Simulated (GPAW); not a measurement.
# Near-edge structure at the B K edge of Sc3InB (Pm-3m)

What does one-electron theory with a core hole give for the B K edge of Sc3InB (Pm-3m)?

Method: X-ray absorption from dipole matrix elements to empty bands, plane-wave PAW LDA, in GPAW 26.7.0.

Report form: the programs' logs are mostly left out.

### Step 1. The structure

It takes space group Pm-3m (No. 221, cubic). The conventional cell has a = 4.560 Å, b = 4.560 Å, c = 4.560 Å, α = 90.00°, β = 90.00°, γ = 90.00°. Nearest to In lie 12 Sc at 3.22 Å. Nearest to Sc lie 2 B at 2.28 Å and 8 Sc at 3.22 Å and 4 In at 3.22 Å. Nearest to B lie 6 Sc at 2.28 Å. Farther neighbours are not listed.

Structure file:

```xyz
5
Lattice="4.5600 0.0000 0.0000 0.0000 4.5600 0.0000 0.0000 0.0000 4.5600" Properties=species:S:1:pos:R:3 pbc="T T T"
In    0.0000    0.0000    0.0000
Sc    2.2800    2.2800    0.0000
Sc    2.2800    0.0000    2.2800
Sc    0.0000    2.2800    2.2800
B     2.2800    2.2800    2.2800
```

### Step 2. Ground state of the crystal

The ground state comes first: it tells whether the system has a gap, which decides how the excited electron is treated.

scf.py

```python
import numpy as np
from ase import Atoms
from ase.parallel import parprint, paropen
from gpaw import GPAW, PW, FermiDirac, Mixer, MixerDif, setup_paths
from gpaw.test import gen
setup_paths.insert(0, '.')
gen('B', name='nch1s', xcname='LDA', corehole=(1, 0, 0), write_xml=True)
from gpaw.mpi import world
world.barrier()

atoms = Atoms('InSc3B',
    cell=[[4.56, 0, 0],
     [0, 4.56, 0],
     [0, 0, 4.56]],
    scaled_positions=[[0, 0, 0],
     [0.5, 0.5, 0],
     [0.5, 0, 0.5],
     [0, 0.5, 0.5],
     [0.5, 0.5, 0.5]],
    pbc=True)
atoms.calc = calc = GPAW(legacy_gpaw=True, mode=PW(430), xc='LDA', setups={4: 'nch1s'},
    kpts={'size': (6, 6, 6), 'gamma': True}, occupations=FermiDirac(0.05),
    charge=0, mixer=Mixer(0.1, 5, 50), maxiter=150,
    convergence={'density': 0.0001}, txt='scf.txt')
energy = atoms.get_potential_energy() + calc.get_reference_energy()
ef = calc.get_fermi_level()
out = dict(energy=energy, fermi=ef, forces=atoms.get_forces().tolist())
parprint(f'all-electron energy {energy:.4f} eV, Fermi level {ef:.4f} eV')
ev = np.array([[calc.get_eigenvalues(k, s) for k in range(len(calc.get_ibz_k_points()))] for s in range(calc.get_number_of_spins())])
out['homo'], out['lumo'], out['counts'] = ev[ev < ef].max(), ev[ev > ef].min(), sorted(set((ev < ef).sum((0, 2)).tolist()))
out['filled'] = (ev[:, 0] < ef).sum(1).tolist()
import json
with paropen('out.json', 'w') as f:
    json.dump(out, f)
```

The run is started by

```bash
$ OMP_NUM_THREADS=1 mpirun -n 4 gpaw python scf.py
```

Wall time 42 s (4 MPI ranks of Arm Neoverse V2, shared host); peak memory 0.21 GiB.

The mesh shows no gap, so the system is treated as a metal and the core electron is put at the Fermi level (neutral cell).

### Step 3. Spectrum without a core hole, B atom 5

This cheap baseline ignores the attraction of the hole: it shows the absorber's empty states as they are in the ground state. The data set with a hole of occupation 0 only carries the core orbital.

The absorber has 6 Sc at 2.28 Å (octahedral, site symmetry m-3m).

xas.py

```python
import numpy as np
from ase import Atoms
from ase.parallel import parprint, paropen
from gpaw import GPAW, PW, FermiDirac, Mixer, MixerDif, setup_paths
from gpaw.test import gen
setup_paths.insert(0, '.')
gen('B', name='nch1s', xcname='LDA', corehole=(1, 0, 0), write_xml=True)
from gpaw.mpi import world
world.barrier()

atoms = Atoms('InSc3B',
    cell=[[4.56, 0, 0],
     [0, 4.56, 0],
     [0, 0, 4.56]],
    scaled_positions=[[0, 0, 0],
     [0.5, 0.5, 0],
     [0.5, 0, 0.5],
     [0, 0.5, 0.5],
     [0.5, 0.5, 0.5]],
    pbc=True)
atoms.calc = calc = GPAW(legacy_gpaw=True, mode=PW(430), xc='LDA', setups={4: 'nch1s'},
    kpts={'size': (8, 8, 8), 'gamma': True}, occupations=FermiDirac(0.1),
    charge=0, mixer=Mixer(0.1, 5, 50), maxiter=150,
    convergence={'density': 0.0001}, txt='scf.txt')
energy = atoms.get_potential_energy() + calc.get_reference_energy()
ef = calc.get_fermi_level()
out = dict(energy=energy, fermi=ef, forces=atoms.get_forces().tolist())
parprint(f'all-electron energy {energy:.4f} eV, Fermi level {ef:.4f} eV')
ev = np.array([[calc.get_eigenvalues(k, s) for k in range(len(calc.get_ibz_k_points()))] for s in range(calc.get_number_of_spins())])
out['homo'], out['lumo'], out['counts'] = ev[ev < ef].max(), ev[ev > ef].min(), sorted(set((ev < ef).sum((0, 2)).tolist()))
out['filled'] = (ev[:, 0] < ef).sum(1).tolist()

from ase.units import Ha
from gpaw.xas import dipole_matrix_elements
nb = int(calc.get_number_of_electrons() / 2) + 75
top, nb = nb, nb + 8 + nb // 12
nscf = calc.fixed_density(kpts={'size': (6, 6, 6), 'gamma': True}, nbands=nb,
    convergence={'bands': top, 'eigenstates': 1e-5}, maxiter=60, txt='nscf.txt')
cell = atoms.cell.array
ops = [cell.T @ U.T @ np.linalg.inv(cell.T) for U in nscf.wfs.kd.symmetry.op_scc]
E = np.arange(-25, 34, 0.1)
fwhm = np.interp(E, [4, 25], [0.9, 3.5])
Y, X, zero, highest = 0, 0, 1e9, 1e9
for spin in range(nscf.get_number_of_spins()):
    wfs = nscf.wfs
    A = dipole_matrix_elements(wfs.setups[4])
    eps = np.zeros((wfs.kd.nibzkpts, nb))
    d = np.zeros((3, A.shape[1], wfs.kd.nibzkpts, nb), complex)
    for kpt in wfs.kpt_u:
        if kpt.s == spin and 4 in kpt.P_ani:
            eps[kpt.k] = kpt.eps_n * Ha
            d[:, :, kpt.k] = (kpt.weight * wfs.nspins / 2) ** 0.5 * np.inner(A, kpt.P_ani[4])
    world.sum(eps)
    world.sum(d)
    T = np.einsum('amkn,bmkn->abkn', d, d.conj()).real
    T = sum(np.einsum('ai,ijkn,bj->abkn', R, T, R) for R in ops) / len(ops)
    empty = eps > ef
    zero, highest = min(zero, eps[empty].min()), min(highest, eps[:, top - 1].min())
    lines = [(eps, T, empty)] if spin == 0 else lines + [(eps, T, empty)]
for eps, T, empty in lines:
    f = np.einsum('aakn->akn', T).reshape(3, -1)
    x = eps.ravel() - zero
    w = np.interp(x, E, fwhm) / 2.35482
    g = np.exp(-0.5 * ((E[:, None] - x) / w) ** 2) / (w * (2 * np.pi) ** 0.5)
    Y = Y + (f * empty.ravel()) @ g.T
    X = X + (f * ~empty.ravel()) @ g.T
out.update(E=E.round(2).tolist(), xas=Y.tolist(), xes=X.tolist(), zero=zero, valid=highest - zero, nk=len(eps), nb=nb)
for i in range(0, len(E), 10):
    parprint(f'{E[i]:7.2f}', *(f'{v:10.3e}' for v in Y[:, i]))
import json
with paropen('out.json', 'w') as f:
    json.dump(out, f)
```

The run is started by

```bash
$ OMP_NUM_THREADS=1 mpirun -n 4 gpaw python xas.py
```

The job ended after 74 s (4 MPI ranks; peak memory 0.27 GiB).

The B K spectrum, B atom 5, no core hole (energy from the lowest empty level; intensity scaled to a mean of 1 over the first 20 eV):

| E (eV) | intensity |
| --- | --- |
| -2.0 | 0.00 |
| -1.4 | 0.00 |
| -0.8 | 0.03 |
| -0.2 | 0.28 |
| 0.4 | 0.41 |
| 1.0 | 0.27 |
| 1.6 | 0.43 |
| 2.2 | 1.01 |
| 2.8 | 0.69 |
| 3.4 | 0.33 |
| 4.0 | 0.51 |
| 4.6 | 0.78 |
| 5.2 | 1.42 |
| 5.8 | 1.93 |
| 6.4 | 1.33 |
| 7.0 | 0.95 |
| 7.6 | 1.05 |
| 8.2 | 1.26 |
| 8.8 | 1.26 |
| 9.4 | 1.19 |
| 10.0 | 1.16 |
| 10.6 | 1.10 |
| 11.2 | 1.07 |
| 11.8 | 1.11 |
| 12.4 | 1.25 |
| 13.0 | 1.49 |
| 13.6 | 1.73 |
| 14.2 | 1.76 |
| 14.8 | 1.51 |
| 15.4 | 1.11 |
| 16.0 | 0.79 |
| 16.6 | 0.63 |
| 17.2 | 0.62 |
| 17.8 | 0.68 |
| 18.4 | 0.74 |
| 19.0 | 0.77 |
| 19.6 | 0.74 |
| 20.2 | 0.70 |
| 20.8 | 0.68 |
| 21.4 | 0.71 |
| 22.0 | 0.77 |
| 22.6 | 0.83 |
| 23.2 | 0.86 |
| 23.8 | 0.85 |
| 24.4 | 0.82 |
| 25.0 | 0.79 |
| 25.6 | 0.77 |
| 26.2 | 0.77 |
| 26.8 | 0.78 |
| 27.4 | 0.80 |
| 28.0 | 0.81 |
| 28.6 | 0.79 |
| 29.2 | 0.76 |
| 29.8 | 0.72 |
| 30.4 | 0.68 |
| 31.0 | 0.67 |
| 31.6 | 0.66 |

Main maxima below 24 eV (height): 0.2 eV (0.43), 2.3 eV (1.02), 5.7 eV (1.94), 8.5 eV (1.29), 14.0 eV (1.78), 19.0 eV (0.77) and 23.4 eV (0.86). A K edge sees empty p states on the absorber.

The same matrix elements for filled bands give the B K emission of B atom 5 (ground-state approximation; energy from the lowest empty level, largest value 1):

| E (eV) | emission |
| --- | --- |
| -24.00 | 0.00 |
| -23.25 | 0.00 |
| -22.50 | 0.00 |
| -21.75 | 0.00 |
| -21.00 | 0.00 |
| -20.25 | 0.00 |
| -19.50 | 0.00 |
| -18.75 | 0.00 |
| -18.00 | 0.00 |
| -17.25 | 0.00 |
| -16.50 | 0.00 |
| -15.75 | 0.00 |
| -15.00 | 0.00 |
| -14.25 | 0.00 |
| -13.50 | 0.00 |
| -12.75 | 0.00 |
| -12.00 | 0.00 |
| -11.25 | 0.00 |
| -10.50 | 0.00 |
| -9.75 | 0.00 |
| -9.00 | 0.00 |
| -8.25 | 0.00 |
| -7.50 | 0.00 |
| -6.75 | 0.00 |
| -6.00 | 0.01 |
| -5.25 | 0.02 |
| -4.50 | 0.01 |
| -3.75 | 0.01 |
| -3.00 | 0.18 |
| -2.25 | 0.44 |
| -1.50 | 0.45 |
| -0.75 | 0.93 |
| 0.00 | 0.53 |
| 0.75 | 0.02 |
| 1.50 | 0.00 |
| 2.25 | 0.00 |
| 3.00 | 0.00 |

Emission maxima: -0.6 eV (1.00).

### Step 4. Supercell without a hole, the energy reference

The photon energy needs a difference of total energies, so the cell and mesh of the coming hole run are first run without a hole.

scf.py, as its differences from that of step 2:

```diff
@@ -10,14 +10,29 @@
 
-atoms = Atoms('InSc3B',
-    cell=[[4.56, 0, 0],
-     [0, 4.56, 0],
-     [0, 0, 4.56]],
+atoms = Atoms('In4Sc12B4',
+    cell=[[4.56, 4.56, 4.56],
+     [-4.56, 4.56, -4.56],
+     [-4.56, -4.56, 4.56]],
     scaled_positions=[[0, 0, 0],
+     [0, 0.5, 0.5],
+     [0.5, 0, 0.5],
      [0.5, 0.5, 0],
-     [0.5, 0, 0.5],
-     [0, 0.5, 0.5],
-     [0.5, 0.5, 0.5]],
+     [0.25, 0, 0.75],
+     [0.25, 0.5, 0.25],
+     [0.75, 0, 0.25],
+     [0.75, 0.5, 0.75],
+     [0.25, 0.75, 0],
+     [0.25, 0.25, 0.5],
+     [0.75, 0.75, 0.5],
+     [0.75, 0.25, 0],
+     [0.5, 0.25, 0.25],
+     [0.5, 0.75, 0.75],
+     [0, 0.25, 0.75],
+     [0, 0.75, 0.25],
+     [0.5, 0, 0],
+     [0.5, 0.5, 0.5],
+     [0, 0, 0.5],
+     [0, 0.5, 0]],
     pbc=True)
-atoms.calc = calc = GPAW(legacy_gpaw=True, mode=PW(430), xc='LDA', setups={4: 'nch1s'},
-    kpts={'size': (6, 6, 6), 'gamma': True}, occupations=FermiDirac(0.05),
+atoms.calc = calc = GPAW(legacy_gpaw=True, mode=PW(430), xc='LDA', setups={16: 'nch1s'},
+    kpts={'size': (3, 3, 3), 'gamma': True}, occupations=FermiDirac(0.1),
     charge=0, mixer=Mixer(0.1, 5, 50), maxiter=150,
```

The run is started by

```bash
$ OMP_NUM_THREADS=1 mpirun -n 4 gpaw python scf.py
```

Wall time 2.3 min (4 MPI ranks); peak memory 0.35 GiB.

Reference energy: -891001.337 eV with the cores included.

### Step 5. Spectrum with XCH, B atom 5

The holes are 7.9 Å apart. In GPAW the data set carries the hole's charge, so charge=0 means a charged cell and charge=-1 a neutral one. The excited electron is kept in the cell, where it fills the lowest empty states and screens the hole. After the field has converged, empty bands are computed with the density fixed and the dipole matrix elements are summed.

xas.py, as its differences from that of step 3:

```diff
@@ -6,3 +6,3 @@
 setup_paths.insert(0, '.')
-gen('B', name='nch1s', xcname='LDA', corehole=(1, 0, 0), write_xml=True)
+gen('B', name='fch1s', xcname='LDA', corehole=(1, 0, 1), write_xml=True)
 from gpaw.mpi import world
@@ -10,15 +10,30 @@
 
-atoms = Atoms('InSc3B',
-    cell=[[4.56, 0, 0],
-     [0, 4.56, 0],
-     [0, 0, 4.56]],
+atoms = Atoms('In4Sc12B4',
+    cell=[[4.56, 4.56, 4.56],
+     [-4.56, 4.56, -4.56],
+     [-4.56, -4.56, 4.56]],
     scaled_positions=[[0, 0, 0],
+     [0, 0.5, 0.5],
+     [0.5, 0, 0.5],
      [0.5, 0.5, 0],
-     [0.5, 0, 0.5],
-     [0, 0.5, 0.5],
-     [0.5, 0.5, 0.5]],
+     [0.25, 0, 0.75],
+     [0.25, 0.5, 0.25],
+     [0.75, 0, 0.25],
+     [0.75, 0.5, 0.75],
+     [0.25, 0.75, 0],
+     [0.25, 0.25, 0.5],
+     [0.75, 0.75, 0.5],
+     [0.75, 0.25, 0],
+     [0.5, 0.25, 0.25],
+     [0.5, 0.75, 0.75],
+     [0, 0.25, 0.75],
+     [0, 0.75, 0.25],
+     [0.5, 0, 0],
+     [0.5, 0.5, 0.5],
+     [0, 0, 0.5],
+     [0, 0.5, 0]],
     pbc=True)
-atoms.calc = calc = GPAW(legacy_gpaw=True, mode=PW(430), xc='LDA', setups={4: 'nch1s'},
-    kpts={'size': (8, 8, 8), 'gamma': True}, occupations=FermiDirac(0.1),
-    charge=0, mixer=Mixer(0.1, 5, 50), maxiter=150,
+atoms.calc = calc = GPAW(legacy_gpaw=True, mode=PW(430), xc='LDA', setups={16: 'fch1s'},
+    kpts={'size': (3, 3, 3), 'gamma': True}, occupations=FermiDirac(0.1),
+    charge=-1, mixer=Mixer(0.1, 5, 50), maxiter=150,
     convergence={'density': 0.0001}, txt='scf.txt')
@@ -34,5 +49,5 @@
 from gpaw.xas import dipole_matrix_elements
-nb = int(calc.get_number_of_electrons() / 2) + 75
+nb = int(calc.get_number_of_electrons() / 2) + 288
 top, nb = nb, nb + 8 + nb // 12
-nscf = calc.fixed_density(kpts={'size': (6, 6, 6), 'gamma': True}, nbands=nb,
+nscf = calc.fixed_density(kpts={'size': (4, 4, 4), 'gamma': True}, nbands=nb,
     convergence={'bands': top, 'eigenstates': 1e-5}, maxiter=60, txt='nscf.txt')
@@ -40,3 +55,3 @@
 ops = [cell.T @ U.T @ np.linalg.inv(cell.T) for U in nscf.wfs.kd.symmetry.op_scc]
-E = np.arange(-25, 34, 0.1)
+E = np.arange(-6, 34, 0.1)
 fwhm = np.interp(E, [4, 25], [0.9, 3.5])
@@ -45,3 +60,3 @@
     wfs = nscf.wfs
-    A = dipole_matrix_elements(wfs.setups[4])
+    A = dipole_matrix_elements(wfs.setups[16])
     eps = np.zeros((wfs.kd.nibzkpts, nb))
@@ -49,5 +64,5 @@
     for kpt in wfs.kpt_u:
-        if kpt.s == spin and 4 in kpt.P_ani:
+        if kpt.s == spin and 16 in kpt.P_ani:
             eps[kpt.k] = kpt.eps_n * Ha
-            d[:, :, kpt.k] = (kpt.weight * wfs.nspins / 2) ** 0.5 * np.inner(A, kpt.P_ani[4])
+            d[:, :, kpt.k] = (kpt.weight * wfs.nspins / 2) ** 0.5 * np.inner(A, kpt.P_ani[16])
     world.sum(eps)
```

The run is started by

```bash
$ OMP_NUM_THREADS=1 mpirun -n 4 gpaw python xas.py
```

The job ended after 22 min (4 MPI ranks; peak memory 0.83 GiB).

The B K spectrum, B atom 5, excited-electron core hole (neutral cell) (energy from the lowest empty level; intensity scaled to a mean of 1 over the first 20 eV):

| E (eV) | intensity |
| --- | --- |
| -2.0 | 0.00 |
| -1.0 | 0.00 |
| 0.0 | 0.19 |
| 1.0 | 0.24 |
| 2.0 | 1.15 |
| 3.0 | 0.52 |
| 4.0 | 1.11 |
| 5.0 | 2.23 |
| 6.0 | 1.47 |
| 7.0 | 1.12 |
| 8.0 | 1.40 |
| 9.0 | 1.16 |
| 10.0 | 1.02 |
| 11.0 | 1.11 |
| 12.0 | 1.40 |
| 13.0 | 1.46 |
| 14.0 | 1.11 |
| 15.0 | 0.70 |
| 16.0 | 0.53 |
| 17.0 | 0.55 |
| 18.0 | 0.63 |
| 19.0 | 0.65 |
| 20.0 | 0.62 |
| 21.0 | 0.66 |
| 22.0 | 0.76 |
| 23.0 | 0.80 |
| 24.0 | 0.76 |
| 25.0 | 0.70 |
| 26.0 | 0.69 |
| 27.0 | 0.72 |
| 28.0 | 0.71 |
| 29.0 | 0.65 |
| 30.0 | 0.60 |
| 31.0 | 0.60 |
| 32.0 | 0.61 |

Main maxima below 24 eV (height): 2.1 eV (1.19), 5.3 eV (2.37), 8.0 eV (1.40), 12.7 eV (1.49) and 22.9 eV (0.80). 

The total-energy difference is 188.01 eV. One term is added: -5.56 eV, since the hole is spin-paired here and a spin-polarised one costs that much less in the free atom (computed apart). The photon energy is then 182.45 eV. The functional leaves an error in such absolute values: in the free atom LDA prices this hole 2.2 eV below PBE (computed apart), and PBE is itself good to a few eV.

### Step 6. Spectrum with FCH, B atom 5

The holes are 7.9 Å apart. In GPAW the data set carries the hole's charge, so charge=0 means a charged cell and charge=-1 a neutral one. The excited electron is left out and a uniform background balances the charge. After the field has converged, empty bands are computed with the density fixed and the dipole matrix elements are summed.

Changed against the first core-hole run: core hole to FCH.

xas.py, as its differences from that of step 5:

```diff
@@ -37,3 +37,3 @@
     kpts={'size': (3, 3, 3), 'gamma': True}, occupations=FermiDirac(0.1),
-    charge=-1, mixer=Mixer(0.1, 5, 50), maxiter=150,
+    charge=0, mixer=Mixer(0.1, 5, 50), maxiter=150,
     convergence={'density': 0.0001}, txt='scf.txt')
```

Run time: 14 min. Hardware: 4 MPI ranks; peak memory 0.04 GiB.

The run was cut off at its time limit.

The time allowed ran out, so this step gives no result.

### Step 7. What the core hole does

Both curves are counted from their own zero, so only the shift of weight within the empty states shows.

| E (eV) | no hole | XCH |
| --- | --- | --- |
| -2.0 | 0.00 | 0.00 |
| -1.0 | 0.01 | 0.00 |
| 0.0 | 0.38 | 0.19 |
| 1.0 | 0.27 | 0.24 |
| 2.0 | 0.87 | 1.15 |
| 3.0 | 0.52 | 0.52 |
| 4.0 | 0.51 | 1.11 |
| 5.0 | 1.14 | 2.23 |
| 6.0 | 1.81 | 1.47 |
| 7.0 | 0.95 | 1.12 |
| 8.0 | 1.20 | 1.40 |
| 9.0 | 1.23 | 1.16 |
| 10.0 | 1.16 | 1.02 |
| 11.0 | 1.07 | 1.11 |
| 12.0 | 1.14 | 1.40 |
| 13.0 | 1.49 | 1.46 |
| 14.0 | 1.78 | 1.11 |
| 15.0 | 1.38 | 0.70 |
| 16.0 | 0.79 | 0.53 |
| 17.0 | 0.61 | 0.55 |
| 18.0 | 0.70 | 0.63 |
| 19.0 | 0.77 | 0.65 |
| 20.0 | 0.71 | 0.62 |
| 21.0 | 0.69 | 0.66 |
| 22.0 | 0.77 | 0.76 |
| 23.0 | 0.85 | 0.80 |
| 24.0 | 0.84 | 0.76 |
| 25.0 | 0.79 | 0.70 |
| 26.0 | 0.76 | 0.69 |
| 27.0 | 0.79 | 0.72 |
| 28.0 | 0.81 | 0.71 |
| 29.0 | 0.77 | 0.65 |
| 30.0 | 0.71 | 0.60 |
| 31.0 | 0.67 | 0.60 |
| 32.0 | 0.65 | 0.61 |

With each curve scaled to its own mean, the area from −2 to 6 eV with the hole is 6.3 against 4.7, and the centre of weight from −1 to 20 eV moves by -0.9 eV: the hole pulls the absorber's empty states down.

### Step 8. Results

```yaml
absorber_and_edge: B K, atom 5 of the ground-state input (counted from 1)
surroundings: 6 Sc at 2.28 Å (octahedral, site symmetry m-3m)
highest_intensity_below_16_ev: 5.3 eV above the zero, height 2.37
photon_energy_of_the_zero_with_the_added_terms: 182.4 eV (raw 188.0 eV; LDA puts this hole about 2 eV below PBE, itself good to a few eV)
```

What this shows: The B K edge of atom 5, with 6 Sc at 2.28 Å (octahedral, site symmetry m-3m), has its highest intensity of the first 16 eV at 5.3 eV above the zero, near 188 eV in photon energy (LDA puts this hole about 2 eV below PBE, itself good to a few eV), 2.4 times the mean level of the first 20 eV (Gaussian full width 0.9 eV up to 4 eV, rising linearly to 3.5 eV at 25 eV). With each curve scaled to its own mean, the area from −2 to 6 eV with the hole is 6.3 against 4.7, and the centre of weight from −1 to 20 eV moves by -0.9 eV: the hole pulls the absorber's empty states down. The mesh is coarse (0.24 Å⁻¹ between points), so small maxima may be mesh ripples. The structure is a published determination, not relaxed.

[Logs are printed without paths, hosts, clocks, repeated set-up lines and the standing remarks that a program may print on its own settings, such as how far it seeks lower states.]

[Hosts, paths, dates, database ids (printed as entryN), source tags and the programs' standing remarks are cut or masked in the printed files.]

[Lists of maxima count a maximum above −3 eV only where it reaches 4 % of the highest in the window and stands out from its surroundings by 2 % of it (1.5 % where it reaches 55 %); shoulders and weaker maxima are passed over, and of the rest the first, up to two pre-edge ones and the few strongest are named.]
